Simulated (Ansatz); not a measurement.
## (8,0) carbon nanotube bundle (64 atoms): a reference run and its variants

The cell holds 64 atoms: 64 C. Its edges and angles: a = 9.564 Å, b = 9.564 Å, c = 8.522 Å, α = 90.0°, β = 90.0°, γ = 120.0°. It derives from C (graphene). Graphene sheet (a = 2.46 Å) rolled into a (8,0) tube of diameter 6.26 Å, 2 periods, hexagonal bundle with 3.3 Å between walls; every coordinate displaced by a Gaussian of 0.03 Å.

Geometry: as built.

Reference run: Kohn-Sham DFT, PBE+D3(BJ), PAW (set soft_2), plane waves (Ansatz 0.2.0), cutoff 420 eV, k-mesh 2×2×2, fermi-dirac smearing of 0.05 eV.

* r.m.s. force component: 1.936 eV/Å
* pressure: 8.827 GPa
* spacing of highest filled and lowest empty level: 0.063 eV
* SCF cycles: 7
* time: 37 s on 4 threads of Arm Neoverse V2, shared host

Q: Estimate how much each variant changes the results, and its time and memory.
- support functions low
- support functions medium
- support functions high
- support functions medium, radius 3.34 Å
- support functions medium, radius 3.58 Å

Differences are against the plane-wave reference (Kohn-Sham DFT, PBE+D3(BJ), PAW (set soft_2), plane waves), whose r.m.s. force component is 1.94 eV/Å. Energies are set beside the reference only for runs with its functional, potentials and electron count. Times are for 4 threads of Arm Neoverse V2, shared host. The reference's time includes the DOS, ELF, the stress and grids, which some other runs skip.

| run | Δ force, r.m.s. (meV/Å) | share of r.m.s. force (%) | Δ energy (meV/atom) | cycles | time | host memory (GiB) |
| --- | --- | --- | --- | --- | --- | --- |
| reference | - | - | - | 7 | 37 s | 2.9 |
| support functions low | 1.38 | 0.0715 | -3.70 | 11 | 80 s | 2.2 |
| support functions medium | 1.35 | 0.0698 | -3.70 | 12 | 93 s | 2.2 |
| support functions high | 0.957 | 0.0494 | -3.70 | 16 | 4.2 min | 4.2 |
| support functions medium, radius 3.34 Å | 1.38 | 0.0711 | -3.70 | 12 | 88 s | 2.1 |
| support functions medium, radius 3.58 Å | 1.33 | 0.0688 | -3.70 | 12 | 1.7 min | 2.4 |

Among numerical settings the force difference runs from 0.96 meV/Å (support functions high) to 1.4 meV/Å (support functions low). At 64 atoms the fastest of the runs at a preset level, support functions low, takes roughly 2.2 times the time of plane waves (whose run also made extra analyses, so the like-for-like ratio is larger), in 11 SCF cycles against 7. Differences between support functions and plane waves include what basis error the plane-wave run still has. As the radius goes from 3.34 to 3.58 Å, the force difference goes from 1.4 to 1.3 meV/Å, and the time from 88 s to 1.7 min. 

[Hosts, paths, dates, database ids (printed as entryN), source tags and the programs' standing remarks are cut or masked in the printed files.]
